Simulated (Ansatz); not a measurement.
## How the geometry moves the gap of GaN (P6_3mc)

Wanted: the change of the gap of GaN (P6_3mc) on relaxing cell and ions.

Program: Ansatz 0.2.0. Level of theory: PBE, HSE06 and G0W0, plane waves, PAW. Results are calculated unless marked as measured.

The database entry behind the starting cell has ideal inner coordinates that were not refined, so it need not match the best structure at ambient conditions.

## Step 1: The structure

The structure is hexagonal, space group P6_3mc (No. 186). Conventional cell: a = 3.190 Å, b = 3.190 Å, c = 5.189 Å, α = 90.00°, β = 90.00°, γ = 120.00°. Nearest to Ga lie 4 N at 1.95 Å. Nearest to N lie 4 Ga at 1.95 Å. Farther neighbours and most contacts between anions are not listed.

The cell and positions come from the Crystallography Open Database and are kept as given unless a step says otherwise. The default PAW set here is soft_1. Its files were made with PBE.

## Step 2: PBE bands at the given cell

Levels along a band path, at the cheap level, show where the edges lie and whether the meshes to come will hold them.

This step: DFT, PBE, plane waves, PAW.

File input.yaml:

```yaml
crystal:
  lattice:
    - [3.19, 0.0, 0.0]
    - [-1.595, 2.7626210381, 0.0]
    - [0.0, 0.0, 5.189]
  atoms:
    - { symbol: Ga, position: [0.6666666667, 0.3333333333, 0.0] }
    - { symbol: Ga, position: [0.3333333333, 0.6666666667, 0.5] }
    - { symbol: "N", position: [0.6666666667, 0.3333333333, 0.375] }
    - { symbol: "N", position: [0.3333333333, 0.6666666667, 0.875] }
kpoints:
  mp_grid: { grid: [12, 12, 4] }
  band_path:
    path:
      - [[0.0, 0.0, 0.0], [0.5, 0.0, 0.0], [0.33333333, 0.33333333, 0.0], [0.0, 0.0, 0.0], [0.0, 0.0, 0.5], [0.5, 0.0, 0.5], [0.33333333, 0.33333333, 0.5], [0.0, 0.0, 0.5]]
      - [[0.5, 0.0, 0.5], [0.5, 0.0, 0.0]]
      - [[0.33333333, 0.33333333, 0.5], [0.33333333, 0.33333333, 0.0]]
    npoints: 10
hamiltonian:
  xc: pbe
  pseudopotentials: { kind: paw, azcp: { folder: "./paw" } }
scf:
  occupations: { method: fermi_dirac, width: 0.02 }
  n_extra_bands: 5
output:
  eigenvalues: true
  write_density: true
  write_potential: true
  elf: true
  volumetric_format: npy
```

Launch:

```sh
ansatz run input.yaml --threads 3 --pin off --max-ram 92160MiB --backend cuda --events-out ev --progress --plain --runs-dir out --devices 1 --max-vram 13GiB
```

Numbers of over 12 decimals in the logs are rounded to 6 here.

Log:

```text
scf.n_extra_bands = 5 over 18 filled bands (N_el = 36.0): the run solves 23 bands
GPUs: using 1 of 1 available (devices: 1).
Engine: ansatz 0.2.0, x86_64-unknown-linux-gnu
Pseudopotentials: kind: paw
Pseudopotential: Ga, paw, valence charge 13, recommended cutoff 420 eV (normal), <dir>
Pseudopotential: N, paw, valence charge 5, recommended cutoff 420 eV (normal), <dir>
Functional definition: PBE
  parameter kappa = 0.804
  parameter beta = 0.066725
  exchange = pbe_x(kappa = kappa, mu = beta*pi^2/3)
  correlation = pbe_c(beta = beta)
device memory: the entry about to start is reckoned to put 1.6 GiB on a device that reports 75.9 GiB free (of which the cap on the GPU budget leaves the run 13.0 GiB)
GPU FFT provider: cuFFT
GPU libraries: cuBLAS 13.8.2, cuFFT 12.4.0, cuSOLVER 12.3.4
Crystal: 4 atoms, lattice volume = 45.729 Å³
Basis set: ecut = 420 eV, 917 PW (Γ)
Bands: 23, of which v1, the nominal top of the filled ones, is band 18 counted from 1 (17 counted from 0)
Symmetry: 12 space group operations
Space group: P63mc (ITA 186), of the structure as read, at distance tolerance 3.6e-5 Å
k-points: 57 of 576 (time reversal used)
Non-local potential: Ga, projectors of the file, l = 0: 2, l = 1: 2, l = 2: 3, l = 3: 1
Non-local potential: N, projectors of the file, l = 0: 2, l = 1: 2, l = 2: 1
PAW form: soft (Blöchl's): semilocal exchange-correlation on the pseudo side does not see the compensation charge
PAW one-centre angular grid: Ga, 590 points (default); XC on 64 Gauss nodes
PAW one-centre angular grid: N, 110 points (default); XC on 64 Gauss nodes
Initial density: superposition of atomic densities (chi_scale 0.1, normalization cell, long waves kept (reshape's long-wave potential 0.00 eV rms))
Initial wavefunctions: pseudopotential atomic-orbital guess
GPU buffer pool allocated for 20736 grid points (all kernels)
GPU transforms: local potential and band sums: pruned to the plane-wave sphere, on 24×24×36
Functional: x = pbe(κ = 0.804, μ = 0.219515), c = pbe(β = 0.066725)
SCF iter   1: F=—  HF=-8337.205093 eV  |F-HF|=—  |Δ(HF+E_count)|=         —  Δρ=1.13e-1  dr2=5.08e0  ethr=3.10e-3  ⟨swp⟩=4.5  Hψ=5353  notcnv=0
preconditioner: auto → Resta (q_TF=auto, 2.622 Å⁻¹)  ε∞=4.5  [insulator: Δε(μ)=2.712 eV  Ē_g=17.498 eV  σ=0.020 eV  W_gap=1.00  n_scr=22 (ndim 8)  ℏωp=32.9 eV  f_vac=0.000  D(μ)=0.00/eV (n_scr^D=0)  ε∞_Penn≈4.5]
SCF iter   2: F=—  HF=-8335.919950 eV  |F-HF|=—  |Δ(HF+E_count)|=    1.29e0  Δρ=4.67e-2  dr2=5.25e-1  ethr=3.10e-3  ⟨swp⟩=2.1  Hψ=3019  notcnv=0  defer=57
SCF iter   3: F=—  HF=-8335.838156 eV  |F-HF|=—  |Δ(HF+E_count)|=   8.18e-2  Δρ=1.84e-2  dr2=1.11e-1  ethr=1.46e-3  ⟨swp⟩=2.0  Hψ=1742  notcnv=0  defer=57
SCF iter   4: F=—  HF=-8335.825288 eV  |F-HF|=—  |Δ(HF+E_count)|=   1.29e-2  Δρ=3.23e-3  dr2=5.81e-3  ethr=3.07e-4  ⟨swp⟩=3.0  Hψ=2503  notcnv=0  defer=57
SCF iter   5: F=—  HF=-8335.823698 eV  |F-HF|=—  |Δ(HF+E_count)|=   1.59e-3  Δρ=2.73e-3  dr2=2.05e-3  ethr=1.61e-5  ⟨swp⟩=2.0  Hψ=2499  notcnv=0  defer=57
SCF iter   6: F=—  HF=-8335.825226 eV  |F-HF|=—  |Δ(HF+E_count)|=   1.53e-3  Δρ=6.55e-4  dr2=1.58e-4  ethr=5.70e-6  ⟨swp⟩=2.9  Hψ=2507  notcnv=0  defer=57
SCF iter   7: F=—  HF=-8335.825226 eV  |F-HF|=—  |Δ(HF+E_count)|=   4.67e-8  Δρ=1.01e-4  dr2=5.69e-6  ethr=4.39e-7  ⟨swp⟩=2.0  Hψ=2271  notcnv=0  defer=57
SCF iter   8: F=—  HF=-8335.825375 eV  |F-HF|=—  |Δ(HF+E_count)|=   1.49e-4  Δρ=1.57e-5  dr2=8.92e-8  ethr=2.78e-10  ⟨swp⟩=6.1  Hψ=5903  notcnv=0
SCF iter   9: F=-8335.825376 eV  HF=-8335.825376 eV  |F-HF|=2.70e-9  |Δ(HF+E_count)|=   1.34e-7  Δρ=2.32e-6  dr2=2.62e-9  ethr=2.48e-10  ⟨swp⟩=1.9  Hψ=4391  notcnv=0
SCF 1 converged in 9 iterations: F = -8335.825376 eV  dr2 = 2.62e-9
[...]
device memory: the entry about to start is reckoned to put 1.8 GiB on a device that reports 75.1 GiB free (of which the cap on the GPU budget leaves the run 13.0 GiB)
NSCF: frozen V_eff on 93 k-points, pencils in batches of 32, up to order 104
SCF converged after 9 iterations
Free energy (F): -8335.825376 eV
Harris-Foulkes:  -8335.825376 eV  (|F-HF|=2.70e-9)
Internal energy: -8335.825376 eV  (E = F + TS)
E sigma→0 (E₀):  -8335.825376 eV
Fermi energy:    10.631931 eV
--- Per-component energies (eV) ---
  E_band       = -10.905783
  E_kinetic    = 481.900885
  E_local      = -2834.593477  (includes V_loc(G=0)·N_el)
  E_nonlocal   = -109.350450
  E_hartree    = 1792.767056
  E_xc         = -244.720264
  E_vxc        = -261.998631  (∫ρ·V_xc dr)
  E_paw        = -4249.322089  (= ΣΔE_a)
  E_vpaw       = -872.400560  (= ΣTr[D̂ρ^β])
  E_aug_tail   = 0.001510  (compensation charges beyond the density's cutoff)
  E_ewald      = -3172.508547
  E_smearing   = -0.000000  (= −TS)
  E_closure    = 0.000000  (closes the sum)
  Σ components = -8335.825376   (vs F -8335.825376, Δ=0.00e0)
--- Band table (eV; the first three rows and the last of 57) ---
  k-point 0: bands = [... 14 lower, 8.6338, 9.6139, 9.6777, 9.6777, 11.5692, 13.9216, 18.8619, 19.5625, ... 1 higher]
  k-point 1: bands = [... 14 lower, 8.7802, 8.7802, 9.5181, 9.5181, 12.7663, 14.0254, 18.4748, 19.2399, ... 1 higher]
  k-point 2: bands = [... 14 lower, 9.1425, 9.1425, 9.1425, 9.1425, 13.9043, 13.9043, 18.1593, 18.1593, ... 1 higher]
  k-point 56: bands = [... 14 lower, 5.5074, 5.5074, 8.1860, 8.1860, 16.0941, 16.0941, 16.9758, 16.9758, ... 1 higher]
```

Wall time 19 s (1 × NVIDIA H100 80GB HBM3 (shared by 6 runs) with 3 threads of AMD EPYC 7R13 (Zen 3), shared host); peak memory 0.92 GiB; 3.5 s of CPU time.

In the SCF lines HF is the Harris–Foulkes energy and dr2 the Hartree energy of the density residual, in eV; the loop may stop once dr2 is under the threshold and the program's other checks hold. Hψ counts applications of the Hamiltonian.

Numbers from this step:

* filled bands: 18
* gap: 1.891 eV
* valence top at: Γ
* conduction bottom at: Γ
* least direct gap: 1.891 eV

The gap is direct, at Γ.

## Step 3: The relaxed cell

Cell and ions were relaxed with PBE; that run is not shown. It left this cell:

Symmetry: P6_3mc, No. 186, hexagonal system. The conventional cell has a = 3.219 Å, b = 3.219 Å, c = 5.243 Å, α = 90.00°, β = 90.00°, γ = 120.00°. Nearest to Ga lie 4 N at 1.97 to 1.98 Å. Nearest to N lie 4 Ga at 1.97 to 1.98 Å. Farther neighbours and most contacts between anions are not listed.

## Step 4: PBE at the relaxed cell

The cell differs from the one that the last finished run ended in (a 3.190 → 3.219 Å, b 3.190 → 3.219 Å, c 5.189 → 5.243 Å).

input.yaml, the sections that differ from step 2:

```yaml
crystal:
  lattice:
    - [3.2186521575, 0.0, 0.0]
    - [-1.6093260787, 2.7874345343, 0.0]
    - [0.0, 0.0, 5.2432310599]
  atoms:
    - { symbol: Ga, position: [0.6666666667, 0.3333333333, -0.0008660157] }
    - { symbol: Ga, position: [0.3333333333, 0.6666666667, 0.4991339843] }
    - { symbol: "N", position: [0.6666666667, 0.3333333333, 0.3758660157] }
    - { symbol: "N", position: [0.3333333333, 0.6666666667, 0.8758660157] }
output:
  eigenvalues: true
# kpoints, hamiltonian, scf: as in step 2
```

Log:

```text
[...]
GPUs: using 1 of 1 available (devices: 1).
[...]
GPU FFT provider: cuFFT
GPU libraries: cuBLAS 13.8.2, cuFFT 12.4.0, cuSOLVER 12.3.4
Crystal: 4 atoms, lattice volume = 47.041 Å³
Basis set: ecut = 420 eV, 941 PW (Γ)
Bands: 23, of which v1, the nominal top of the filled ones, is band 18 counted from 1 (17 counted from 0)
Symmetry: 12 space group operations
[...]
--- Band table (eV; the first three rows and the last of 57) ---
  k-point 0: bands = [... 14 lower, 8.2523, 9.2114, 9.2475, 9.2475, 10.9584, 13.3131, 18.2707, 18.9883, ... 1 higher]
  k-point 1: bands = [... 14 lower, 8.3917, 8.3917, 9.0956, 9.0956, 12.1820, 13.4187, 17.8847, 18.6158, ... 1 higher]
  k-point 2: bands = [... 14 lower, 8.7371, 8.7371, 8.7371, 8.7371, 13.3063, 13.3063, 17.5635, 17.5635, ... 1 higher]
  k-point 56: bands = [... 14 lower, 5.2136, 5.2136, 7.8291, 7.8291, 15.4750, 15.4750, 16.4970, 16.4970, ... 1 higher]
[key lines of the parts left out:]
SCF converged after 8 iterations
Free energy (F): -8335.847346 eV
Fermi energy:    10.112107 eV
```

It took 13 s on 1 × NVIDIA H100 80GB HBM3 (shared by 6 runs) with 3 threads; peak memory 0.91 GiB; 8.2 s of CPU time.

This step gave:

```
gap                  : 1.711 eV
valence top at       : k = Γ
conduction bottom at : Γ
least direct gap     : 1.711 eV
```

The gap is direct, at Γ.

## Step 5: HSE06 at the relaxed cell

The screened hybrid is the usual rung above semilocal functionals: a quarter of exact exchange, cut off beyond a few ångström.

This step: DFT, HSE06, plane waves, PAW.

input.yaml, the sections that differ from step 4:

```yaml
kpoints:
  mp_grid: { grid: [6, 6, 4] }
  band_path:
    path:
      - [0.0, 0.0, 0.0]
      - [0.5, 0.0, 0.0]
      - [0.33333333, 0.33333333, 0.0]
      - [0.0, 0.0, 0.5]
      - [0.5, 0.0, 0.5]
      - [0.33333333, 0.33333333, 0.5]
    npoints: 1
hamiltonian:
  xc: hse06
  pseudopotentials: { kind: paw, azcp: { folder: "./paw" } }
scf:
  occupations: { method: fixed }
  n_extra_bands: 5
# crystal, output: as in step 4
```

Log:

```text
[...]
GPUs: using 1 of 1 available (devices: 1).
[...]
davidson cushion auto → on  (no smearing: the cushion is to keep the highest requested band from converging to the state above it; pin scf.eigensolver.cushion to override)
[...]
GPU FFT provider: cuFFT
GPU libraries: cuBLAS 13.8.2, cuFFT 12.4.0, cuSOLVER 12.3.4
Crystal: 4 atoms, lattice volume = 47.041 Å³
Basis set: ecut = 420 eV, 941 PW (Γ)
[...]
Fermi energy:    8.431081 eV
[...]
--- Band table (eV; the first three rows and the last of 21) ---
  k-point 0: bands = [... 14 lower, 7.3514, 8.4018, 8.4311, 8.4311, 11.3726, 13.9004, 19.1907, 19.7222, ... 1 higher]
  k-point 1: bands = [... 14 lower, 7.5022, 7.5022, 8.2656, 8.2656, 12.5972, 14.0130, 18.7416, 19.3724, ... 1 higher]
  k-point 2: bands = [... 14 lower, 7.8763, 7.8763, 7.8763, 7.8763, 13.8706, 13.8706, 18.3188, 18.3188, ... 1 higher]
  k-point 20: bands = [... 14 lower, 4.0866, 4.0866, 6.9105, 6.9105, 16.1059, 16.1059, 17.0450, 17.0450, ... 1 higher]
[key lines of the parts left out:]
Free energy (F): -8336.787300 eV
```

The job ended after 29 s (1 × NVIDIA H100 80GB HBM3 (shared by 6 runs) with 3 threads; peak memory 1.4 GiB).

Numbers from this step:

```
gap                  : 2.942 eV
valence top at       : Γ
conduction bottom at : Γ
least direct gap     : 2.942 eV
```

The gap stands +1.23 eV against PBE.

## Step 6: G0W0 at the relaxed cell

G0W0 replaces the xc potential by the self-energy, built once from these orbitals. Only a window of levels is corrected, while the sums run over the empty bands that the input names.

This step: G0W0 on PBE, plane waves, PAW.

File input.yaml:

```yaml
crystal:
  lattice:
    - [3.2186521575, 0.0, 0.0]
    - [-1.6093260787, 2.7874345343, 0.0]
    - [0.0, 0.0, 5.2432310599]
  atoms:
    - { symbol: Ga, position: [0.6666666667, 0.3333333333, -0.0008660157] }
    - { symbol: Ga, position: [0.3333333333, 0.6666666667, 0.4991339843] }
    - { symbol: "N", position: [0.6666666667, 0.3333333333, 0.3758660157] }
    - { symbol: "N", position: [0.3333333333, 0.6666666667, 0.8758660157] }
kpoints:
  mp_grid: { grid: [6, 6, 4] }
hamiltonian:
  xc: pbe
  pseudopotentials: { kind: paw, azcp: { folder: "./paw" } }
scf:
  occupations: { method: fixed }
gw:
  n_empty_bands: 140
  ecut_chi: 120
  qp_bands: [v2, c2]
  qp_kpoints: band_edges
  screening: { model: contour_deformation }
```

Log:

```text
GPUs: using 1 of 1 available (devices: 1).
[...]
GPU FFT provider: cuFFT
GPU libraries: cuBLAS 13.8.2, cuFFT 12.4.0, cuSOLVER 12.3.4
Crystal: 4 atoms, lattice volume = 47.041 Å³
Basis set: ecut = 420 eV, 941 PW (Γ)
Bands: 22, of which v1, the nominal top of the filled ones, is band 18 counted from 1 (17 counted from 0)
Symmetry: 12 space group operations
[...]
k-points: 21 of 144 (time reversal used)
[...]
1    20     13.4196   -10.1589    -4.3820   -15.2435  0.8024    14.1305    14.1221  root
[...]
20    17      7.8313   -22.0392     3.3581   -18.0671  0.7593     7.2101     7.2174  root
    20    18      7.8313   -22.0392     3.3581   -18.0671  0.7593     7.2101     7.2174  root
    20    19     15.4758    -9.4801    -4.7292   -14.8883  0.7995    16.1637    16.1547  root
    20    20     15.4758    -9.4801    -4.7292   -14.8883  0.7995    16.1637    16.1547  root
[key lines of the parts left out:]
SCF converged after 9 iterations
Free energy (F): -8335.842776 eV
Fermi energy:    9.250316 eV
```

It took 24 s on 1 × NVIDIA H100 80GB HBM3 (shared by 6 runs) with 3 threads; peak memory 1.2 GiB; 26 s of CPU time.

This step gave:

```
bands summed                                 : 158
RPA ε∞ on this mesh (eigenvalues)            : 6.333, 6.333, 6.338
plane waves in the screening matrix          : 135
G0W0 gap on the mesh                         : 2.773 eV
k of the valence top                         : 0, 0, 0
k of the conduction bottom                   : 0, 0, 0
starting gap on the mesh                     : 1.710 eV
least direct G0W0 gap on the computed points : 2.773 eV
```

The gap on the mesh goes from 1.71 eV to 2.77 eV, a correction of +1.06 eV. Between the two edge states, bare exchange in place of the xc potential would open the gap by 7.69 eV, and correlation takes back 6.63 eV.

## Step 7: G0W0 at the given cell

input.yaml, the sections that differ from step 6:

```yaml
crystal:
  lattice:
    - [3.19, 0.0, 0.0]
    - [-1.595, 2.7626210381, 0.0]
    - [0.0, 0.0, 5.189]
  atoms:
    - { symbol: Ga, position: [0.6666666667, 0.3333333333, 0.0] }
    - { symbol: Ga, position: [0.3333333333, 0.6666666667, 0.5] }
    - { symbol: "N", position: [0.6666666667, 0.3333333333, 0.375] }
    - { symbol: "N", position: [0.3333333333, 0.6666666667, 0.875] }
gw:
  n_empty_bands: 136
  ecut_chi: 120
  qp_bands: [v2, c2]
  qp_kpoints: band_edges
  screening: { model: contour_deformation }
# kpoints, hamiltonian, scf: as in step 6
```

Log:

```text
GPUs: using 1 of 1 available (devices: 1).
[...]
GPU FFT provider: cuFFT
GPU libraries: cuBLAS 13.8.2, cuFFT 12.4.0, cuSOLVER 12.3.4
Crystal: 4 atoms, lattice volume = 45.729 Å³
Basis set: ecut = 420 eV, 917 PW (Γ)
Bands: 22, of which v1, the nominal top of the filled ones, is band 18 counted from 1 (17 counted from 0)
Symmetry: 12 space group operations
[...]
k-points: 21 of 144 (time reversal used)
[...]
1    20     14.0264   -10.1639    -4.4148   -15.3102  0.8074    14.7652    14.7578  root
[...]
20    17      8.1880   -22.2764     3.3903   -18.2403  0.7653     7.5354     7.5422  root
    20    18      8.1880   -22.2764     3.3903   -18.2403  0.7653     7.5354     7.5422  root
    20    19     16.0948    -9.5392    -4.7383   -14.9797  0.8052    16.8050    16.7970  root
    20    20     16.0948    -9.5392    -4.7383   -14.9797  0.8052    16.8050    16.7970  root
[key lines of the parts left out:]
SCF converged after 9 iterations
Free energy (F): -8335.821065 eV
Fermi energy:    9.680356 eV
```

Run time: 22 s. Hardware: 1 × NVIDIA H100 80GB HBM3 (shared by 6 runs) with 3 threads; peak memory 1.2 GiB; 18 s of CPU time.

Numbers from this step:

```
bands summed                                 : 154
RPA ε∞ on this mesh (eigenvalues)            : 5.991, 6.035, 6.035
plane waves in the screening matrix          : 135
G0W0 gap on the mesh                         : 3.012 eV
k of the valence top                         : 0, 0, 0
k of the conduction bottom                   : 0, 0, 0
starting gap on the mesh                     : 1.890 eV
least direct G0W0 gap on the computed points : 3.012 eV
```

The gap on the mesh goes from 1.89 eV to 3.01 eV, a correction of +1.12 eV. Between the two edge states, bare exchange in place of the xc potential would open the gap by 7.86 eV, and correlation takes back 6.74 eV.

## Step 8: Together

G0W0 rows are gaps on the mesh, lowered by the amount that the mesh misses the start's edges, a rough step that assumes the same correction there.

| level | given cell (eV) | relaxed cell (eV) | change (eV) |
| --- | --- | --- | --- |
| PBE | 1.89 | 1.71 | −0.18 |
| HSE06 | - | 2.94 | - |
| G0W0@PBE | 3.01 | 2.77 | −0.24 |

## Step 9: What came out

```yaml
volume_change: +2.9 %
pbe_given_cell: 1.89 eV
pbe_relaxed_cell: 1.71 eV
hse06_relaxed_cell: 2.94 eV
g0w0_pbe_relaxed_cell: 2.77 eV
g0w0_pbe_given_cell: 3.01 eV
known_limits: not at the basis limit; no spin-orbit coupling
```

**Reading.** Relaxation changes the volume by +2.9 % and the gap by −0.18 eV (PBE) and −0.24 eV (G0W0@PBE). Bands and cutoff are finite, so the gap is not at the basis limit. The miss can reach some tenths of an eV and take either sign; the mesh is an error of its own. The many-body steps are scalar-relativistic: spin-orbit coupling is not in them.

[Paths, hosts, dates, memory and timing lines, banners, echoed tables and standing remarks are left out of the program output.]

[Logs are printed without paths, hosts, clocks, repeated set-up lines and the standing remarks that a program may print on its own settings, such as how far it seeks lower states.]

[Runs of the session that timed out or met a known fault of the program may be left out.]

[Cells called generated may have been cut or substituted from an entry of the Crystallography Open Database or the Materials Project.]

[Hosts, paths, dates, database ids (printed as entryN), source tags and the programs' standing remarks are cut or masked in the printed files.]
